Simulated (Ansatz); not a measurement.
# Phonons of Si2W (I4/mmm) against volume, part 2 of 3

Wanted: Grüneisen parameters and pressure coefficients of the modes of Si2W (I4/mmm).

Ansatz 0.2.0; DFT LDA, scalar-relativistic, plane waves, PAW; PAW set soft_1.

So far: The starting structure; Bringing the structure to rest.

### Step 3. Tight relaxation

Phonons need small forces and stress, so the relaxation is finished with tight tolerances on 20×20×20 k points.

File input.yaml:

```yaml
crystal:
  lattice:
    - [-1.5929037367, 1.5929037367, 3.8863876721]
    - [1.5929037367, -1.5929037367, 3.8863876721]
    - [1.5929037367, 1.5929037367, -3.8863876721]
  atoms:
    - { symbol: Si, position: [0.3347181176, 0.3347181176, 0.0] }
    - { symbol: Si, position: [0.6652818824, 0.6652818824, 0.0] }
    - { symbol: W, position: [0.0, 0.0, 0.0] }
kpoints:
  mp_grid: { grid: [20, 20, 20] }
hamiltonian:
  xc: lda
  pseudopotentials: { kind: paw, azcp: { folder: soft_1 }, xc_functional: pbe }
scf:
  occupations: { method: methfessel_paxton, width: 0.2 }
output:
  forces: true
  stress: true
  eigenvalues: true
  write_density: true
  write_potential: true
  elf: true
  volumetric_format: npy
relax:
  adjacent_minimum: "off"
  f_tol: 0.001
  max_steps: 60
  cell: { stress_tol: 0.01 }
```

On the command line:

```console
> ansatz run input.yaml --threads 4 --pin off --max-ram 10240MiB --backend cpu --events-out ev --progress --plain --runs-dir out
```

Numbers of over 12 decimals in the logs are rounded to 6 here.

What it wrote:

```text
[...]
Crystal: 3 atoms, lattice volume = 39.444 Å³
Basis set: ecut = 420 eV, 769 PW (Γ)
Bands: 15, of which v1, the nominal top of the filled ones, is band 11 counted from 1 (10 counted from 0)
Symmetry: 16 space group operations
[...]
k-points: 641 of 8000
[...]
--- Relaxed structure (3 steps of the walk, 3 accepted, 1 SCFs on fresh bases) ---
[...]
cell:  # Å, volume = 39.4412 Å³
    - [-1.592941, 1.592941, 3.885893]
    - [1.592941, -1.592941, 3.885893]
    - [1.592941, 1.592941, -3.885893]
  atoms:
    - { symbol: Si, position: [0.334711, 0.334711, 0] }
    - { symbol: Si, position: [0.665289, 0.665289, 0] }
    - { symbol: W, position: [0, 0, 0] }
[key lines of the parts left out:]
SCF converged after 4 iterations
Free energy (F): -11349.301576 eV
Fermi energy:    16.831017 eV
P = ⅓ Tr σ = 0.0000 GPa (0.000 kbar)
```

Wall time 36 s (4 threads of Arm Neoverse N1, shared host); peak memory 0.64 GiB.

Little changed from the start: no atom moved by 0.005 Å and no cell edge by 0.1 %.

This step gave:

| Item | Value |
| --- | --- |
| pressure | 4.47e-5 GPa |

Electrostatic potential energy in the ac plane of the conventional cell at fractional y = 0.000, with atoms of Si and W within 0.2 Å of it. With pseudopotentials it is smooth inside the atoms' cores, unlike the true potential.

Values in eV, 24 rows by 14 columns, each cell a mean:
```
-28 -28 -27 -18  -1  11  16  17  15   8  -6 -22 -28 -28
-26 -25 -17  -5   7  14  17  17  16  12   4  -9 -21 -25
 -7  -4   3   9  14  16  18  18  17  16  13   8   0  -5
 10  11  13  15  17  18  18  18  18  17  16  15  12  11
 10  11  13  15  17  17  18  18  18  17  16  15  13  11
 -9  -6   2  10  14  16  17  18  17  16  13   8  -1  -8
-14 -18 -16  -2  10  15  17  18  17  14   7  -7 -18 -17
 10  -5 -20 -11   7  14  17  18  17  13   2 -16 -17   0
  0 -11 -20  -8   8  15  17  18  17  13   4 -13 -19  -7
-19 -18  -9   4  12  16  17  18  17  15  11   0 -13 -18
  1   4   9  13  15  17  17  17  17  16  15  12   7   3
 12  13  15  16  17  17  17  17  17  17  17  16  14  13
  9  11  13  15  16  17  17  17  17  17  16  14  12  10
-12  -9   1  10  14  16  17  17  17  16  13   7  -3 -10
-13 -18 -17  -3  10  15  17  18  17  14   7  -8 -19 -16
 12  -4 -20 -11   7  14  17  18  17  13   2 -16 -17   1
 -2 -12 -20  -8   8  15  17  18  17  13   4 -13 -19  -9
-17 -16  -8   5  12  16  17  18  17  15  11   1 -11 -17
  3   5  10  13  16  17  18  18  18  17  15  13   8   4
 12  13  14  16  17  18  18  18  18  17  17  15  14  12
  4   5   9  13  16  17  18  18  18  17  15  12   8   5
-19 -16  -8   3  11  15  17  18  17  14   9   0 -11 -17
-28 -28 -24 -13   3  13  16  17  16  10  -1 -17 -26 -28
-27 -28 -28 -21  -3  11  15  16  15   7  -9 -24 -29 -28
```
Columns run along a (3.2 Å; values clipped at the 3rd and 97th percentile), rows up along c (7.8 Å), edges of the conventional cell, whose origin can differ from the input's. Atoms in or near the plane, at fractional coordinates: Si at (0.00, 0.33), Si at (0.00, 0.67), W at (0.00, 0.00).

Valence density in the ac plane of the conventional cell at fractional y = 0.000, with atoms of Si and W within 0.2 Å of it. It is the smooth field of the valence electrons, not physical close to the nuclei.

Ten steps, logarithmic in the rise over the least value, from '0' (0.1 e/Å³) to '9' (5.7 e/Å³), each cell a mean:
```
99975322236899
98764222234688
66543222223456
44332211122334
43332110112333
44332100012334
22332100123332
01233211123320
01333221233321
23333222233333
33333222223333
33322222222333
33332222222333
33333222223333
12333222233332
01233211223320
12232210123321
33332100012333
44332100012334
33322111112333
54432211223344
87653222234577
99874322235799
99975322246899
```
Columns run along a (3.2 Å), rows up along c (7.8 Å), edges of the conventional cell, whose origin can differ from the input's. Atoms in or near the plane, at fractional coordinates: Si at (0.00, 0.33), Si at (0.00, 0.67), W at (0.00, 0.00).

ELF in the ac plane of the conventional cell at fractional y = 0.000, with atoms of Si and W within 0.2 Å of it. It is the smooth field of the valence electrons, not physical close to the nuclei.

Ten even steps from '_' (0.11) to '@' (0.73), each cell a mean:
```
--**%%**::..::--::..--##%%++
####**==..::--==--..::==####
------::::----==--::::::----
========----::::::----======
%%%%##**==::..__..::++##%%%%
@@@@%%##==..______::++##%%@@
++++++**++::____..--++**++++
++----++**==::..::++**++--==
----++##%%**==--==##%%**==--
--==**%%%%**++==++##%%%%**==
++++######++======**####**++
++++****++========++++**++++
++++******++======++******++
==++##%%##**++==++**%%%%**++
::--++%%%%**====++##%%##++--
==--==**##++--::--**##++----
======++++--..__..==++++====
######**==::______::++######
@@@@%%##==::______::++##@@@@
******++==::::..::--==++****
::::::::--------------::::::
****==::::::--==--::::--++**
**##%%++....--==::..::**%%##
__==%%**::..::--::__--####--
```
Columns run along a (3.2 Å), rows up along c (7.8 Å), edges of the conventional cell, whose origin can differ from the input's. Atoms in or near the plane, at fractional coordinates: Si at (0.00, 0.33), Si at (0.00, 0.67), W at (0.00, 0.00).

The largest force component left is 0.29 meV/Å and the pressure is 0.000 GPa, within the tolerances set. The cell now holds 13.15 Å³/atom.

### Step 4. Zone-centre response at rest

Phonons follow from the second derivative of the energy, found here by linear response.

The modes at rest are the reference of the series.

input.yaml, the sections that differ from step 3:

```yaml
crystal:
  lattice:
    - [-1.5929412878, 1.5929412878, 3.8858930236]
    - [1.5929412878, -1.5929412878, 3.8858930236]
    - [1.5929412878, 1.5929412878, -3.8858930236]
  atoms:
    - { symbol: Si, position: [0.3347112741, 0.3347112741, 0.0] }
    - { symbol: Si, position: [0.6652887259, 0.6652887259, 0.0] }
    - { symbol: W, position: [0.0, 0.0, 0.0] }
output:
  eigenvalues: true
phonons:
  method: dfpt
# kpoints, hamiltonian, scf: as in step 3
# relax: removed
```

What it wrote:

```text
zone centre: on kpoints.mp_grid the ground state, and the responses unless they are solved on pairs of k-points, stand on 1166 of the mesh's 8000 k-points, reduced under 4 symmetry operations, with k and −k counted as one. Each operation leaves every solved displacement unchanged or reverses it
[...]
Crystal: 3 atoms, lattice volume = 39.441 Å³
Basis set: ecut = 420 eV, 769 PW (Γ), exchange–correlation on 64×64×64 points (8 copies of the dense FFT grid, shifted against one another)
Bands: 15, of which v1, the nominal top of the filled ones, is band 11 counted from 1 (10 counted from 0)
Symmetry: 16 space group operations
k-points: 1166 of 8000 (irreducible under 4 space group operations, time reversal used)
[...]
SCF iter   1: F=—  HF=-11349.580314 eV  |F-HF|=—  |Δ(HF+E_count)|=         —  Δρ=4.70e-2  dr2=8.21e-1  ethr=3.10e-3  ⟨swp⟩=5.3  Hψ=102151  notcnv=0
[...]
SCF iter   9: F=-11349.301576 eV  HF=-11349.301576 eV  |F-HF|=1.82e-12  |Δ(HF+E_count)|=  1.82e-12  S|Δr|=    0.00e0  Δρ=2.87e-8  dr2=4.26e-13  ethr=1.00e-12  ⟨swp⟩=5.2  Hψ=72126  notcnv=0
the search or the solves at the SCF's close seem to have found levels that the self-consistency loop had missed (the run counts 2). By its estimate they hold under 1e-12 electrons; where the run keeps them, the occupations were computed again with them
SCF 1 converged in 9 iterations: F = -11349.301576 eV  dr2 = 4.26e-13
[...]
DFPT response loops at Γ: preconditioner auto → Kerker (q_TF=auto, 2.475 Å⁻¹) (partly filled bands, converged f_vac=0.000); β = 1.00, the filter's whole step (`scf.mixing.beta` (0.50) is not read by the response loops under this deck's `scf.mixing.preconditioner`; to damp them name `kerker` or `kerker_dos`, under which they read `scf.mixing.beta`, and type it under 1.00, their step now; both keys bind the ground state too); Broyden in place of MSR1
SCF converged after 9 iterations
[...]
Free energy (F): -11349.301576 eV
[...]
Internal energy: -11349.302549 eV  (E = F + TS)
E sigma→0 (E₀):  -11349.301819 eV
Entropy (-TS):   0.000973 eV (0.324 meV/atom)
Fermi energy:    16.831017 eV
[...]
--- Band table (eV; the first three rows and the last of 1166) ---
  k-point 0: bands = [... 7 lower, 13.3870, 13.9572, 13.9572, 17.4768, 19.7480, 19.7975, 20.0335, 20.0335]
  k-point 1: bands = [... 7 lower, 13.4092, 13.7380, 14.3172, 17.0454, 19.6115, 20.0607, 20.0952, 20.1175]
  k-point 2: bands = [... 7 lower, 13.1969, 13.4779, 14.8311, 16.0678, 19.3887, 20.2618, 20.3022, 20.6414]
  k-point 1165: bands = [... 7 lower, 14.2098, 16.0582, 16.0582, 16.3228, 16.3228, 17.6600, 21.4214, 21.8946]
--- Phonons (Γ-DFPT): 4 representative perturbations + reference, on 1166 of 8000 k-points (Σ response iterations 12) ---
  k mesh reduced under 4 symmetry operations, with k and −k counted as one. Each operation leaves every solved displacement unchanged or reverses it
  ASR residual: 1.555e-5 → 0.000e0 eV/Å²; symmetrization residual: 1.915e-6 eV/Å²
  ASR residual per site (eV/Å²): 5.09e-6 5.09e-6 1.55e-5
  Γ frequencies (cm⁻¹): 0.00 0.00 0.00 264.06 264.06 307.34 341.33 341.33 451.79
  non-analytic LO–TO correction: not included (Born effective charges unavailable; polar crystals: no LO–TO splitting at Γ)
```

It took 2.4 min on 4 threads; peak memory 2 GiB.

This step gave:

| Quantity | Value |
| --- | --- |
| sum-rule residual before enforcement | 1.55e-5 eV/Å² |
| point group | 4/mmm |
| highest optical mode at the zone centre (no LO-TO term) | 451.8 cm⁻¹ |
| lowest optical zone-centre mode | 264.1 cm⁻¹ |

Patterns of degenerate modes are one choice out of their space. Modes at Γ, with each element's share of the kinetic energy:

| mode | frequency (cm⁻¹) | symmetry | Si % | W % |
| --- | --- | --- | --- | --- |
| 1 | 0.0 | acoustic | 23 | 77 |
| 2 | 0.0 | acoustic | 23 | 77 |
| 3 | 0.0 | acoustic | 23 | 77 |
| 4 | 264.1 | Eu | 77 | 23 |
| 5 | 264.1 | Eu | 77 | 23 |
| 6 | 307.3 | A2u | 77 | 23 |
| 7 | 341.3 | Eg | 100 | 0 |
| 8 | 341.3 | Eg | 100 | 0 |
| 9 | 451.8 | A1g | 100 | 0 |

Displacements in mode 5 (264.1 cm⁻¹), the largest set to 1:
```
Si1  0.00  1.00  0.00
Si2  0.00  1.00  0.00
W3   0.00 -0.31  0.00
```

Displacements in mode 9 (451.8 cm⁻¹), the largest set to 1:
```
Si1  0.00  0.00 -1.00
Si2  0.00  0.00  1.00
W3   0.00  0.00  0.00
```

Before it was imposed, the acoustic sum rule was missed by 1.6e-5 eV/Å². Small misses are needed for a sound result but don't prove that mesh and cutoff are converged. The lowest optical mode is real, 264 cm⁻¹.

### Step 5. A member of the series: 1.06 times the volume at rest

The cell is set to 1.06 times the volume at rest, and shape and atoms relax at that volume.

input.yaml, the sections that differ from step 4:

```yaml
crystal:
  lattice:
    - [-1.6256375171, 1.6256375171, 3.9550212086]
    - [1.6256375171, -1.6256375171, 3.9550212086]
    - [1.6256375171, 1.6256375171, -3.9550212086]
  atoms:
    - { symbol: Si, position: [0.3353994659, 0.3353994659, 0.0] }
    - { symbol: Si, position: [0.6646005341, 0.6646005341, 0.0] }
    - { symbol: W, position: [0.0, 0.0, 0.0] }
output:
  forces: true
  stress: true
  eigenvalues: true
relax:
  adjacent_minimum: "off"
  f_tol: 0.001
  max_steps: 60
  cell: { stress_tol: 0.01, fix: [volume] }
# kpoints, hamiltonian, scf: as in step 4
# phonons: removed
```

What it wrote:

```text
[...]
Crystal: 3 atoms, lattice volume = 41.808 Å³
Basis set: ecut = 420 eV, 841 PW (Γ)
Bands: 15, of which v1, the nominal top of the filled ones, is band 11 counted from 1 (10 counted from 0)
Symmetry: 16 space group operations
[...]
k-points: 641 of 8000
[...]
--- Relaxed structure (4 steps of the walk, 4 accepted, 1 SCFs on fresh bases) ---
[...]
cell:  # Å, volume = 41.8077 Å³
    - [-1.626292, 1.626292, 3.951837]
    - [1.626292, -1.626292, 3.951837]
    - [1.626292, 1.626292, -3.951837]
  atoms:
    - { symbol: Si, position: [0.335757, 0.335757, 0] }
    - { symbol: Si, position: [0.664243, 0.664243, 0] }
    - { symbol: W, position: [0, 0, 0] }
[key lines of the parts left out:]
SCF converged after 4 iterations
Free energy (F): -11349.206471 eV
Fermi energy:    15.710434 eV
P = ⅓ Tr σ = -12.2155 GPa (-122.155 kbar)
```

It took 47 s on 4 threads; peak memory 0.66 GiB.

Little changed from the start: no atom moved by 0.005 Å and no cell edge by 0.1 %.

Numbers from this step:

* pressure: -12.22 GPa
* volume per atom: 13.94 Å³

The largest force component left is 0.092 meV/Å, at a pressure of -12.22 GPa.

### Step 6. Zone-centre modes of the member: 1.06 times the volume at rest

The zone-centre modes follow for 1.06 times the volume at rest.

input.yaml, the sections that differ from step 5:

```yaml
crystal:
  lattice:
    - [-1.6262922533, 1.6262922533, 3.9518373107]
    - [1.6262922533, -1.6262922533, 3.9518373107]
    - [1.6262922533, 1.6262922533, -3.9518373107]
  atoms:
    - { symbol: Si, position: [0.3357566342, 0.3357566342, 0.0] }
    - { symbol: Si, position: [0.6642433658, 0.6642433658, 0.0] }
    - { symbol: W, position: [0.0, 0.0, 0.0] }
output:
  eigenvalues: true
phonons:
  method: dfpt
# kpoints, hamiltonian, scf: as in step 5
# relax: removed
```

What it wrote:

```text
[...]
Crystal: 3 atoms, lattice volume = 41.808 Å³
Basis set: ecut = 420 eV, 841 PW (Γ), exchange–correlation on 64×64×64 points (8 copies of the dense FFT grid, shifted against one another)
Bands: 15, of which v1, the nominal top of the filled ones, is band 11 counted from 1 (10 counted from 0)
Symmetry: 16 space group operations
k-points: 1166 of 8000 (irreducible under 4 space group operations, time reversal used)
[...]
SCF iter   1: F=—  HF=-11349.508212 eV  |F-HF|=—  |Δ(HF+E_count)|=         —  Δρ=4.68e-2  dr2=9.48e-1  ethr=3.10e-3  ⟨swp⟩=5.2  Hψ=100951  notcnv=0
[...]
SCF iter   9: F=-11349.206471 eV  HF=-11349.206471 eV  |F-HF|=0.00e0  |Δ(HF+E_count)|=  1.09e-11  S|Δr|=    0.00e0  Δρ=2.98e-8  dr2=2.24e-13  ethr=1.00e-12  ⟨swp⟩=5.1  Hψ=69840  notcnv=0
[...]
SCF 1 converged in 9 iterations: F = -11349.206471 eV  dr2 = 2.24e-13
[...]
SCF converged after 9 iterations
[...]
Free energy (F): -11349.206471 eV
[...]
Internal energy: -11349.208159 eV  (E = F + TS)
E sigma→0 (E₀):  -11349.206893 eV
Entropy (-TS):   0.001688 eV (0.563 meV/atom)
Fermi energy:    15.710434 eV
[...]
--- Band table (eV; the first three rows and the last of 1166) ---
  k-point 0: bands = [... 7 lower, 12.5445, 13.0214, 13.0214, 16.2787, 18.3031, 18.6792, 18.6792, 18.9328]
  k-point 1: bands = [... 7 lower, 12.5604, 12.8239, 13.3257, 15.8722, 18.1667, 18.7371, 18.7395, 19.1508]
  k-point 2: bands = [... 7 lower, 12.3294, 12.6109, 13.8083, 14.9456, 17.9353, 18.8867, 18.8923, 19.5988]
  k-point 1165: bands = [... 7 lower, 13.2969, 14.9511, 14.9511, 15.2511, 15.2511, 16.4411, 20.1074, 20.1565]
[...]
ASR residual: 1.361e-5 → 0.000e0 eV/Å²; symmetrization residual: 1.776e-6 eV/Å²
  ASR residual per site (eV/Å²): 7.26e-6 7.26e-6 1.36e-5
  Γ frequencies (cm⁻¹): 0.00 0.00 0.00 231.74 231.74 270.54 303.25 303.25 418.57
[...]
```

The job ended after 2.7 min (4 threads; peak memory 2.1 GiB; 10 min of CPU time).

Numbers from this step:

| Item | Value |
| --- | --- |
| sum-rule residual before enforcement | 1.36e-5 eV/Å² |
| highest optical mode at the zone centre (no LO-TO term) | 418.6 cm⁻¹ |
| lowest optical zone-centre mode | 231.7 cm⁻¹ |

Patterns of degenerate modes are one choice out of their space. Modes at Γ, with each element's share of the kinetic energy:

| mode | frequency (cm⁻¹) | symmetry | Si % | W % |
| --- | --- | --- | --- | --- |
| 1 | 0.0 | acoustic | 23 | 77 |
| 2 | 0.0 | acoustic | 23 | 77 |
| 3 | 0.0 | acoustic | 23 | 77 |
| 4 | 231.7 | Eu | 77 | 23 |
| 5 | 231.7 | Eu | 77 | 23 |
| 6 | 270.5 | A2u | 77 | 23 |
| 7 | 303.2 | Eg | 100 | 0 |
| 8 | 303.2 | Eg | 100 | 0 |
| 9 | 418.6 | A1g | 100 | 0 |

The lowest optical mode is real, 232 cm⁻¹, and the highest lies at 418.6 cm⁻¹.

For the highest optical mode at the zone centre (no LO-TO term), step 4 gave 452 cm⁻¹; this run, with volume ratio 1.06, gives 419 cm⁻¹ (-7 %).

### Step 7. A member of the series: 0.9 times the volume at rest

The cell is set to 0.9 times the volume at rest, and shape and atoms relax at that volume.

input.yaml, the sections that differ from step 6:

```yaml
crystal:
  lattice:
    - [-1.5346816008, 1.5346816008, 3.7678735126]
    - [1.5346816008, -1.5346816008, 3.7678735126]
    - [1.5346816008, 1.5346816008, -3.7678735126]
  atoms:
    - { symbol: Si, position: [0.3334081378, 0.3334081378, 0.0] }
    - { symbol: Si, position: [0.6665918622, 0.6665918622, 0.0] }
    - { symbol: W, position: [0.0, 0.0, 0.0] }
output:
  forces: true
  stress: true
  eigenvalues: true
relax:
  adjacent_minimum: "off"
  f_tol: 0.001
  max_steps: 60
  cell: { stress_tol: 0.01, fix: [volume] }
# kpoints, hamiltonian, scf: as in step 6
# phonons: removed
```

What it wrote:

```text
[...]
--- Relaxed structure (4 steps of the walk, 4 accepted, 1 SCFs on fresh bases) ---
[...]
cell:  # Å, volume = 35.4971 Å³
    - [-1.533750, 1.533750, 3.772454]
    - [1.533750, -1.533750, 3.772454]
    - [1.533750, 1.533750, -3.772454]
  atoms:
    - { symbol: Si, position: [0.333094, 0.333094, 0] }
    - { symbol: Si, position: [0.666906, 0.666906, 0] }
    - { symbol: W, position: [0, 0, 0] }
[key lines of the parts left out:]
SCF converged after 5 iterations
Free energy (F): -11348.947845 eV
Fermi energy:    18.989961 eV
P = ⅓ Tr σ = 31.5398 GPa (315.398 kbar)
```

Wall time 37 s (4 threads); peak memory 0.6 GiB.

(Part 2 of 3 ends here.)

[Logs are printed without paths, hosts, clocks, repeated set-up lines and the standing remarks that a program may print on its own settings, such as how far it seeks lower states.]

[Hosts, paths, dates, database ids (printed as entryN), source tags and the programs' standing remarks are cut or masked in the printed files.]
